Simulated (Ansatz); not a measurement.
## BePd3C (built on the sites of a database entry of CaPd3C): following an unstable mode

Which phase does BePd3C (built on the sites of a database entry of CaPd3C) fall into along its unstable mode, and how much energy does it gain?

Method: DFT PBEsol, scalar-relativistic, plane waves, PAW, in Ansatz 0.2.0.

The structure was built from a prototype and need not be the compound's stable phase.

### Step 1. Starting point

It takes space group Pm-3m (No. 221, cubic). Conventional cell: a = 4.016 Å, b = 4.016 Å, c = 4.016 Å, α = 90.00°, β = 90.00°, γ = 90.00°. Nearest to Be lie 12 Pd at 2.84 Å. Nearest to Pd lie 2 C at 2.01 Å and 4 Be at 2.84 Å and 8 Pd at 2.84 Å. C has 6 Pd at 2.01 Å nearest. Farther neighbours are not listed.

### Step 2. The dispersion

The cell comes from relaxations at this level that are not shown. Stability and thermal properties need the whole zone. Linear response on a 4×4×4 q mesh gives force constants as far as a supercell of that size would.

Input file input.yaml:

```yaml
crystal:
  lattice:
    - [4.0156977755, 0.0, 0.0]
    - [0.0, 4.0156977755, 0.0]
    - [0.0, 0.0, 4.0156977755]
  atoms:
    - { symbol: Be, position: [0.0, 0.0, 0.0] }
    - { symbol: Pd, position: [0.0, 0.5, 0.5] }
    - { symbol: Pd, position: [0.5, 0.5, 0.0] }
    - { symbol: Pd, position: [0.5, 0.0, 0.5] }
    - { symbol: C, position: [0.5, 0.5, 0.5] }
kpoints:
  mp_grid: { grid: [12, 12, 12] }
hamiltonian:
  xc: pbesol
scf:
  occupations: { method: methfessel_paxton, width: 0.2 }
output:
  eigenvalues: true
phonons:
  method: dfpt
  qmesh: [4, 4, 4]
  temperatures: { t_max: 1000, t_step: 50 }
  qpath:
    path:
      - [[0.0, 0.0, 0.0], [0.0, 0.5, 0.0], [0.5, 0.5, 0.0], [0.0, 0.0, 0.0], [0.5, 0.5, 0.5], [0.0, 0.5, 0.0]]
      - [[0.5, 0.5, 0.5], [0.5, 0.5, 0.0]]
    npoints: 10
```

On the command line:

```sh
$ ansatz run input.yaml --threads 4 --pin off --max-ram 14336MiB --backend cpu --events-out ev --progress --plain --runs-dir out
```

Numbers of over 12 decimals in the logs are rounded to 6 here.

The log of the run:

```text
Engine: ansatz 0.2.0, aarch64-unknown-linux-gnu
Pseudopotentials: kind: paw
Pseudopotential: Be, paw, valence charge 2, recommended cutoff 420 eV (normal), Be.paw.azcp
Pseudopotential: Pd, paw, valence charge 18, recommended cutoff 420 eV (normal), Pd.paw.azcp
Pseudopotential: C, paw, valence charge 4, recommended cutoff 420 eV (normal), C.paw.azcp
Functional definition: PBEsol
  exchange = pbesol_x
  correlation = pbesol_c
Crystal: 5 atoms, lattice volume = 64.756 Å³
Basis set: ecut = 420 eV, 1309 PW (Γ), exchange–correlation on 54×54×54 points (8 copies of the dense FFT grid, shifted against one another)
Bands: 36, of which v1, the nominal top of the filled ones, is band 30 counted from 1 (29 counted from 0)
Symmetry: 48 space group operations
k-points: 84 of 1728
Non-local potential: Be, projectors of the file, l = 0: 2, l = 1: 2, l = 2: 1
Non-local potential: Pd, projectors of the file, l = 0: 2, l = 1: 2, l = 2: 2, l = 3: 1
Non-local potential: C, projectors of the file, l = 0: 2, l = 1: 2, l = 2: 1
PAW form: soft (Blöchl's): semilocal exchange-correlation on the pseudo side does not see the compensation charge
PAW frozen core: Be, regenerated for the run's functional, and the local potential with it (the file was generated under x = pbe(κ = 0.804, μ = 0.219515), c = pbe(β = 0.066725))
PAW frozen core: Pd, regenerated for the run's functional, and the local potential with it (the file was generated under x = pbe(κ = 0.804, μ = 0.219515), c = pbe(β = 0.066725))
PAW frozen core: C, regenerated for the run's functional, and the local potential with it (the file was generated under x = pbe(κ = 0.804, μ = 0.219515), c = pbe(β = 0.066725))
PAW one-centre angular grid: Be, 110 points (default); XC on 64 Gauss nodes
PAW one-centre angular grid: Pd, 590 points (default); XC on 64 Gauss nodes
PAW one-centre angular grid: C, 110 points (default); XC on 64 Gauss nodes
Initial density: superposition of atomic densities (neutral atoms: chi_scale 0, normalization atom), corrected by the library's trained network
Initial wavefunctions: pseudopotential atomic-orbital guess
Functional: x = pbesol(κ = 0.804, μ = 0.123457), c = pbesol(β = 0.046)
SCF iter   1: F=—  HF=-21055.866252 eV  |F-HF|=—  |Δ(HF+E_count)|=         —  Δρ=7.82e-3  dr2=3.25e-2  ethr=1.77e-3  ⟨swp⟩=5.2  Hψ=11975  notcnv=0
preconditioner: auto → Kerker (q_TF=auto, 2.694 Å⁻¹)  [metal: Δε(μ)=0.014 eV  Ē_g=7.827 eV  σ=0.200 eV  W_gap=0.06  n_scr=18 (ndim 8)  ℏωp=27.7 eV  f_vac=0.000  D(μ)=4.14/eV (n_scr^D=32)]
SCF iter   2: F=—  HF=-21055.858527 eV  |F-HF|=—  |Δ(HF+E_count)|=   7.73e-3  S|Δr|=    0.00e0  Δρ=3.70e-3  dr2=7.50e-3  ethr=5.42e-5  ⟨swp⟩=2.0  Hψ=5222  notcnv=0
SCF iter   3: F=—  HF=-21055.856439 eV  |F-HF|=—  |Δ(HF+E_count)|=   2.09e-3  S|Δr|=    0.00e0  Δρ=6.81e-4  dr2=3.38e-4  ethr=1.25e-5  ⟨swp⟩=2.0  Hψ=4352  notcnv=0
SCF iter   4: F=—  HF=-21055.856382 eV  |F-HF|=—  |Δ(HF+E_count)|=   5.72e-5  S|Δr|=    0.00e0  Δρ=2.07e-4  dr2=4.55e-5  ethr=5.63e-7  ⟨swp⟩=2.0  Hψ=4103  notcnv=0
SCF iter   5: F=—  HF=-21055.856371 eV  |F-HF|=—  |Δ(HF+E_count)|=   1.12e-5  S|Δr|=    0.00e0  Δρ=4.08e-5  dr2=1.89e-6  ethr=7.59e-8  ⟨swp⟩=2.0  Hψ=3883  notcnv=0
SCF iter   6: F=—  HF=-21055.856371 eV  |F-HF|=—  |Δ(HF+E_count)|=   5.35e-7  S|Δr|=    0.00e0  Δρ=7.91e-6  dr2=2.63e-8  ethr=3.14e-9  ⟨swp⟩=2.0  Hψ=4016  notcnv=0
SCF iter   7: F=—  HF=-21055.856371 eV  |F-HF|=—  |Δ(HF+E_count)|=   1.83e-9  S|Δr|=    0.00e0  Δρ=1.28e-6  dr2=7.65e-10  ethr=4.39e-11  ⟨swp⟩=2.0  Hψ=3788  notcnv=0
SCF iter   8: F=—  HF=-21055.856371 eV  |F-HF|=—  |Δ(HF+E_count)|=  3.64e-11  S|Δr|=    0.00e0  Δρ=2.79e-7  dr2=8.76e-11  ethr=1.28e-12  ⟨swp⟩=2.1  Hψ=4418  notcnv=0
SCF iter   9: F=-21055.856371 eV  HF=-21055.856371 eV  |F-HF|=0.00e0  |Δ(HF+E_count)|=  1.09e-11  S|Δr|=    0.00e0  Δρ=6.31e-8  dr2=4.12e-12  ethr=1.00e-12  ⟨swp⟩=7.7  Hψ=14064  notcnv=0
SCF 1 converged in 9 iterations: F = -21055.856371 eV  dr2 = 4.12e-12
  greatest PAW one-centre occupation: 0.999 electrons in one spin orbital (limit 2), on the Pd atom at site 3 (counted from 0), in its partial waves of l = 0
Initial density: read from a saved state, or passed on in memory by an earlier SCF of this step, an earlier step, the calling program or the single point that the run made first
iter 1 solved again at ethr=2.50e-7 eV; its pass at ethr=3.10e-3 eV (dr2=1.50e-4 eV) is discarded
SCF iter   1: F=—  HF=-21055.856371 eV  |F-HF|=—  |Δ(HF+E_count)|=         —  Δρ=7.35e-7  dr2=3.33e-10  ethr=2.50e-7  ⟨swp⟩=2.9  Hψ=18858  notcnv=0
eigensolver tolerance schedule: the retry pair's looser diagonalisation over-reported the residual by 451979.07 of it (diagonalisation noise at an unbounded share of the residual, at the tolerance the schedule requests for it); recorded, not acted on — ethr = c·dr2/N_el stays at c = 1.0e-1
preconditioner: auto → Kerker (q_TF=auto, 2.694 Å⁻¹)  [metal: Δε(μ)=0.021 eV  Ē_g=7.837 eV  σ=0.200 eV  W_gap=0.09  n_scr=18 (ndim 8)  ℏωp=27.7 eV  f_vac=0.000  D(μ)=4.15/eV (n_scr^D=32)]
SCF iter   2: F=—  HF=-21055.856371 eV  |F-HF|=—  |Δ(HF+E_count)|=   7.47e-7  S|Δr|=    0.00e0  Δρ=3.56e-7  dr2=6.89e-11  ethr=1.00e-12  ⟨swp⟩=3.5  Hψ=7553  notcnv=0
SCF iter   3: F=—  HF=-21055.856371 eV  |F-HF|=—  |Δ(HF+E_count)|=  1.46e-11  S|Δr|=    0.00e0  Δρ=2.37e-7  dr2=3.10e-11  ethr=1.00e-12  ⟨swp⟩=1.0  Hψ=3024  notcnv=0
SCF iter   4: F=-21055.856371 eV  HF=-21055.856371 eV  |F-HF|=0.00e0  |Δ(HF+E_count)|=  7.28e-12  S|Δr|=    0.00e0  Δρ=5.80e-8  dr2=2.05e-12  ethr=1.00e-12  ⟨swp⟩=2.0  Hψ=6663  notcnv=0
SCF 2 converged in 4 iterations: F = -21055.856371 eV  dr2 = 2.05e-12
phonons: the bands overlap, so this run is a metal and interpolates without the dipole-dipole term. If the crystal is really an insulator or semiconductor, its LO-TO splitting is missing
NSCF: frozen V_eff on 84 k-points
WARN: eigensolver did not converge (k=81): 1 band(s) unlocked after 20 sweeps at ethr=1.39e-12 eV (storage-precision floor; scheduled 1.00e-12 eV) (lowest unlocked band 35, counted from 0; max residual 2.32e-6 eV among the unlocked bands, 2.32e-6 eV over every band; other slots of this pass that fall short are told together in one closing line; warning suppressed until the next SCF loop or pass starts)
NSCF: frozen V_eff on 343 k-points
DFPT response loops at q = (0, 0, 0) (fractional): preconditioner auto → Kerker (q_TF=auto, 2.694 Å⁻¹) (partly filled bands, converged f_vac=0.000); β = 1.00, the filter's whole step (`scf.mixing.beta` (0.50) is not read by the response loops under this deck's `scf.mixing.preconditioner`; to damp them name `kerker` or `kerker_dos`, under which they read `scf.mixing.beta`, and type it under 1.00, their step now; both keys bind the ground state too); Broyden in place of MSR1
NSCF: frozen V_eff on 1176 k-points
DFPT response loops at q = (0, 0, 0.25) (fractional): mixed as the last ones told, above
NSCF: frozen V_eff on 686 k-points
DFPT response loops at q = (0, 0, -0.5) (fractional): mixed as the last ones told, above
NSCF: frozen V_eff on 2016 k-points
DFPT response loops at q = (0, 0.25, 0.25) (fractional): mixed as the last ones told, above
NSCF: frozen V_eff on 1176 k-points
DFPT response loops at q = (0, 0.25, -0.5) (fractional): mixed as the last ones told, above
NSCF: frozen V_eff on 686 k-points
DFPT response loops at q = (0, -0.5, -0.5) (fractional): mixed as the last ones told, above
NSCF: frozen V_eff on 3456 k-points
DFPT response loops at q = (0.25, 0.25, 0.25) (fractional): mixed as the last ones told, above
NSCF: frozen V_eff on 2016 k-points
DFPT response loops at q = (0.25, 0.25, -0.5) (fractional): mixed as the last ones told, above
NSCF: frozen V_eff on 1176 k-points
DFPT response loops at q = (0.25, -0.5, -0.5) (fractional): mixed as the last ones told, above
NSCF: frozen V_eff on 686 k-points
DFPT response loops at q = (-0.5, -0.5, -0.5) (fractional): mixed as the last ones told, above
SCF converged after 9 iterations
Stability not checked: this state was not tested for a lower state beside it, because cold or Methfessel-Paxton smearing, or corrected tetrahedra, fill the levels in a way that the test cannot read (fill_not_monotonic; see scf.lower_state_search)
Free energy (F): -21055.856371 eV
Harris-Foulkes:  -21055.856371 eV  (|F-HF|=0.00e0)
Internal energy: -21055.848899 eV  (E = F + TS)
E sigma→0 (E₀):  -21055.854503 eV
Entropy (-TS):   -0.007471 eV (-1.494 meV/atom)
Fermi energy:    15.938268 eV
--- Per-component energies (eV) ---
  E_band       = -619.519794
  E_kinetic    = 1644.403384
  E_local      = -7184.193390  (includes V_loc(G=0)·N_el)
  E_nonlocal   = 687.912713
  E_hartree    = 2969.955391
  E_xc         = -569.314145
  E_vxc        = -712.433678  (∫ρ·V_xc dr)
  E_paw        = -11205.958963  (= ΣΔE_a)
  E_vpaw       = -995.120213  (= ΣTr[D̂ρ^β])
  E_aug_tail   = 0.000537  (compensation charges beyond the density's cutoff)
  E_ewald      = -7399.592630
  E_core_change = 0.938204  (= ΣΔE_core)
  E_smearing   = -0.007471  (= −TS)
  E_closure    = 0.000000  (closes the sum)
  Σ components = -21055.856371   (vs F -21055.856371, Δ=0.00e0)
--- Band table (eV; the first three rows and the last of 84) ---
  k-point 0: bands = [... 26 lower, 13.4153, 14.8210, 14.8210, 14.8210, 14.9244, 18.3445, 18.3445, 18.3445, ... 2 higher]
  k-point 1: bands = [... 26 lower, 13.6564, 14.8211, 14.8805, 14.9170, 14.9170, 18.2711, 18.4371, 18.4371, ... 2 higher]
  k-point 2: bands = [... 26 lower, 13.8977, 14.7519, 14.8214, 15.1681, 15.1681, 18.2479, 18.6997, 18.6997, ... 2 higher]
  k-point 83: bands = [... 26 lower, 14.6766, 14.6766, 14.7172, 14.7172, 14.7172, 18.1944, 18.1944, 18.1944, ... 2 higher]
--- Phonons (Γ-DFPT): 4 representative perturbations + reference (Σ response iterations 13) ---
  ASR residual: 1.725e-4 → 0.000e0 eV/Å²; symmetrization residual: 4.696e-6 eV/Å²
  ASR residual per site (eV/Å²): 1.73e-4 3.66e-5 3.66e-5 3.66e-5 6.25e-8
  Γ frequencies (cm⁻¹): -107.58 -107.58 -107.58 0.00 0.00 0.00 75.35 75.35 75.35 143.54 143.54 143.54 492.34 492.34 492.34
--- Phonons (arbitrary-q DFPT): 10 irreducible q on the 4×4×4 mesh ---
  q = [0.0000, 0.0000, 0.0000] (star 1, of the zone-centre solve; hermiticity 4.52e-7, symmetrization 5.59e-13): -107.58 -107.58 -107.58 -0.00 -0.00 -0.00 75.35 75.35 75.35 143.54 143.54 143.54 492.34 492.34 492.34
  q = [0.0000, 0.0000, 0.2500] (star 6, 9 solved perturbations in 4536 linear systems a pass and spin channel, the states on 588 of 1728 k-point pairs; hermiticity 4.52e-7, symmetrization 4.88e-13): -103.84 -103.84 -69.06 -66.02 33.15 33.15 52.37 52.37 96.26 142.61 142.61 208.44 486.02 486.02 601.74
  q = [0.0000, 0.0000, -0.5000] (star 3, 9 solved perturbations in 2646 linear systems a pass and spin channel, the states on 343 of 1728 k-point pairs; hermiticity 3.76e-7, symmetrization 1.72e-11): -127.93 -127.93 -95.93 23.87 43.25 43.25 73.87 73.87 146.02 146.02 158.00 238.49 495.56 495.56 691.99
  q = [0.0000, 0.2500, 0.2500] (star 12, 9 solved perturbations in 7686 linear systems a pass and spin channel, the states on 1008 of 1728 k-point pairs; hermiticity 4.03e-7, symmetrization 2.66e-13): -94.96 -91.98 -88.35 -85.60 -45.59 25.82 64.03 71.40 107.76 143.68 189.21 228.50 491.63 597.16 621.52
  q = [0.0000, 0.2500, -0.5000] (star 12, 15 solved perturbations on 588 of 1728 k-point pairs; hermiticity 3.59e-7, symmetrization 1.69e-11): -120.39 -111.68 -106.42 -57.61 -48.84 -47.54 93.14 94.00 124.83 139.13 192.35 256.49 487.18 619.85 700.25
  q = [0.0000, -0.5000, -0.5000] (star 3, 9 solved perturbations in 2646 linear systems a pass and spin channel, the states on 343 of 1728 k-point pairs; hermiticity 3.42e-7, symmetrization 1.76e-11): -102.14 -94.30 -94.30 -90.21 -90.21 -81.23 110.00 120.37 120.37 148.06 198.39 279.87 482.90 707.38 707.38
  q = [0.2500, 0.2500, 0.2500] (star 8, 4 solved perturbations in 4536 linear systems a pass and spin channel, the states on 1728 of 1728 k-point pairs; hermiticity 1.32e-7, symmetrization 5.70e-13): -111.13 -111.13 -88.64 -60.27 -60.27 31.40 90.12 90.12 118.60 186.74 186.74 249.82 600.46 623.14 623.14
  q = [0.2500, 0.2500, -0.5000] (star 12, 9 solved perturbations in 7686 linear systems a pass and spin channel, the states on 1008 of 1728 k-point pairs; hermiticity 2.24e-7, symmetrization 1.67e-11): -124.50 -110.54 -91.85 -77.06 -69.27 -45.63 104.25 111.37 124.76 183.20 192.58 275.11 611.70 625.22 703.47
  q = [0.2500, -0.5000, -0.5000] (star 6, 9 solved perturbations in 4536 linear systems a pass and spin channel, the states on 588 of 1728 k-point pairs; hermiticity 2.24e-7, symmetrization 1.75e-11): -105.05 -105.05 -98.12 -95.29 -95.29 -74.53 123.12 127.99 127.99 187.17 196.84 297.62 619.95 708.50 708.50
  q = [-0.5000, -0.5000, -0.5000] (star 1, 4 solved perturbations in 931 linear systems a pass and spin channel, the states on 343 of 1728 k-point pairs; hermiticity 2.61e-8, symmetrization 1.69e-11): -107.09 -107.09 -107.09 -102.80 -102.80 -102.80 132.82 132.82 132.82 196.72 196.72 317.97 709.68 709.68 709.68
  sum rule: each row above includes the acoustic sum rule's correction from the zone centre's row sums; it moved no ω² by more than (2.28 cm⁻¹)²
  mesh force constants: q→R imaginary residual 2.69e-19; ASR residual 1.725e-4 → 0.000e0 eV/Å²; symmetrization residual 3.197e-14 eV/Å²
  interpolated dispersion: 62 rows × 15 modes
  density of states and harmonic sums: on the 16×16×16 q-mesh, interpolated from the force constants of a 4×4×4 supercell (no non-analytic term)
  largest difference from the sums on the solved wave vectors: F 3.91e-2 eV, S 4.80e-5 and C_V 8.83e-6 eV/K
  zero-point energy: 0.169626 eV/cell   skipped modes (ω ≤ 0): 856, of them read as no rigid motion or as one in doubt: 853 (5.256e0 modes/cell left out, lowest -131.57 cm⁻¹)   left out of the sums: 3.50e-1 of the cell's modes: C_V's classical limit lies that fraction below 3 k_B per atom; for a crystal, a wire or a layer, F and S can be off by more, and a phonons.interpolated_qmesh denser along its periods is the remedy for the sampling
```

Run time: 61 min. Hardware: 4 threads of Arm Neoverse V1, shared host; peak memory 7.7 GiB; 4 h of CPU time.

The column dr2 measures how far the density is from self-consistency, as an energy; F and HF (Harris–Foulkes) agree once it is small.

Numbers from this step:

```
volume per atom                                         : 12.95 Å³
gap on the k-mesh                                       : 0 eV
sum-rule residual before enforcement                    : 1.73e-4 eV/Å²
lowest frequency on the path                            : -131.8 cm⁻¹
point group                                             : m-3m
highest frequency on the path or at a solved wavevector : 709.7 cm⁻¹
highest optical mode at the zone centre (no LO-TO term) : 492.3 cm⁻¹
lowest optical zone-centre mode                         : -107.6 cm⁻¹
lowest mode on the q mesh (acoustic modes at Γ apart)   : -127.9 cm⁻¹
```

Frequencies (cm⁻¹) solved at each irreducible wavevector; negative means imaginary. Frequencies by wavevector, by row:

| q in reciprocal lattice units | star | mode 1 | mode 2 | mode 3 | mode 4 | mode 13 | mode 14 | mode 15 |
| --- | --- | --- | --- | --- | --- | --- | --- | --- |
| 0 0 0 | 1 | -107.6 | -107.6 | -107.6 | 0 | 492.3 | 492.3 | 492.3 |
| 0 0 0.25 | 6 | -103.8 | -103.8 | -69.1 | -66 | 486 | 486 | 601.7 |
| 0 0 -0.5 | 3 | -127.9 | -127.9 | -95.9 | 23.9 | 495.6 | 495.6 | 692 |
| 0 0.25 0.25 | 12 | -95 | -92 | -88.3 | -85.6 | 491.6 | 597.2 | 621.5 |
| 0 0.25 -0.5 | 12 | -120.4 | -111.7 | -106.4 | -57.6 | 487.2 | 619.9 | 700.2 |
| 0 -0.5 -0.5 | 3 | -102.1 | -94.3 | -94.3 | -90.2 | 482.9 | 707.4 | 707.4 |
| 0.25 0.25 0.25 | 8 | -111.1 | -111.1 | -88.6 | -60.3 | 600.5 | 623.1 | 623.1 |
| 0.25 0.25 -0.5 | 12 | -124.5 | -110.5 | -91.8 | -77.1 | 611.7 | 625.2 | 703.5 |
| 0.25 -0.5 -0.5 | 6 | -105 | -105 | -98.1 | -95.3 | 620 | 708.5 | 708.5 |
| -0.5 -0.5 -0.5 | 1 | -107.1 | -107.1 | -107.1 | -102.8 | 709.7 | 709.7 | 709.7 |

Interpolated from a 4×4×4 q mesh. Phonon branches along the path, in cm⁻¹:

| point | branch 1 | branch 2 | branch 3 | branch 4 | branch 12 | branch 13 | branch 14 | branch 15 |
| --- | --- | --- | --- | --- | --- | --- | --- | --- |
| Γ | -108 | -108 | -108 | 0 | 144 | 492 | 492 | 492 |
| halfway | -104 | -104 | -69 | -66 | 208 | 486 | 486 | 602 |
| X | -128 | -128 | -96 | 24 | 238 | 496 | 496 | 692 |
| halfway | -120 | -112 | -106 | -58 | 256 | 487 | 620 | 700 |
| M | -102 | -94 | -94 | -90 | 280 | 483 | 707 | 707 |
| halfway | -95 | -92 | -88 | -86 | 228 | 492 | 597 | 622 |
| Γ | -108 | -108 | -108 | 0 | 144 | 492 | 492 | 492 |
| halfway | -111 | -111 | -89 | -60 | 250 | 600 | 623 | 623 |
| R | -107 | -107 | -107 | -103 | 318 | 710 | 710 | 710 |
| halfway | -124 | -110 | -92 | -77 | 275 | 612 | 625 | 704 |
| X | -128 | -128 | -96 | 24 | 238 | 496 | 496 | 692 |
| jump to R | -107 | -107 | -107 | -103 | 318 | 710 | 710 | 710 |
| halfway | -105 | -105 | -98 | -95 | 298 | 620 | 708 | 708 |
| M | -102 | -94 | -94 | -90 | 280 | 483 | 707 | 707 |

Symmetry leaves 10 wavevectors to solve. The lowest mode among them, the acoustic zeros apart, lies at q = (0, 0, -0.5) and is imaginary, 127.9i cm⁻¹, so the energy falls along it. Between them the interpolated path dips to 132i cm⁻¹.

### Step 3. The mode frozen in, largest atomic shift 0 Å

The mode followed lies at Γ with frequency 107.6i cm⁻¹ and is 3-fold degenerate, one of the unstable modes though not the softest. At small amplitude the distorted cell has space group no. 160 by a symmetry search on the positions. The undistorted cell that holds it gives the zero of energy on the same k mesh.

input.yaml, the sections that differ from step 2:

```yaml
output:
  forces: true
  stress: true
  eigenvalues: true
# crystal, kpoints, hamiltonian, scf: as in step 2
# phonons: removed
```

The log of the run:

```text
[...]
Crystal: 5 atoms, lattice volume = 64.756 Å³
Basis set: ecut = 420 eV, 1309 PW (Γ), exchange–correlation on 54×54×54 points (8 copies of the dense FFT grid, shifted against one another)
Bands: 36, of which v1, the nominal top of the filled ones, is band 30 counted from 1 (29 counted from 0)
Symmetry: 48 space group operations
[...]
k-points: 84 of 1728
[...]
k-point 0: bands = [... 26 lower, 13.4153, 14.8209, 14.8209, 14.8209, 14.9244, 18.3445, 18.3445, 18.3445, ... 2 higher]
  k-point 1: bands = [... 26 lower, 13.6564, 14.8211, 14.8805, 14.9170, 14.9170, 18.2711, 18.4371, 18.4371, ... 2 higher]
  k-point 2: bands = [... 26 lower, 13.8976, 14.7519, 14.8213, 15.1681, 15.1681, 18.2480, 18.6997, 18.6997, ... 2 higher]
  k-point 83: bands = [... 26 lower, 14.6766, 14.6766, 14.7172, 14.7172, 14.7172, 18.1944, 18.1944, 18.1944, ... 2 higher]
[key lines of the parts left out:]
SCF converged after 6 iterations
Free energy (F): -21055.856371 eV
Fermi energy:    15.938252 eV
P = ⅓ Tr σ = -0.0047 GPa (-0.047 kbar)
```

Wall time 2.6 s (4 threads); peak memory 0.44 GiB; 9.8 s of CPU time.

Numbers from this step:

```
pressure                         : -0.004679 GPa
energy from the undistorted cell : 0 meV/atom
```

The run ends at a pressure of 0.00 GPa.

(Continued in part 2 of 3.)

[Logs are printed without paths, hosts, clocks, repeated set-up lines and the standing remarks that a program may print on its own settings, such as how far it seeks lower states.]

[Hosts, paths, dates, database ids (printed as entryN), source tags and the programs' standing remarks are cut or masked in the printed files.]
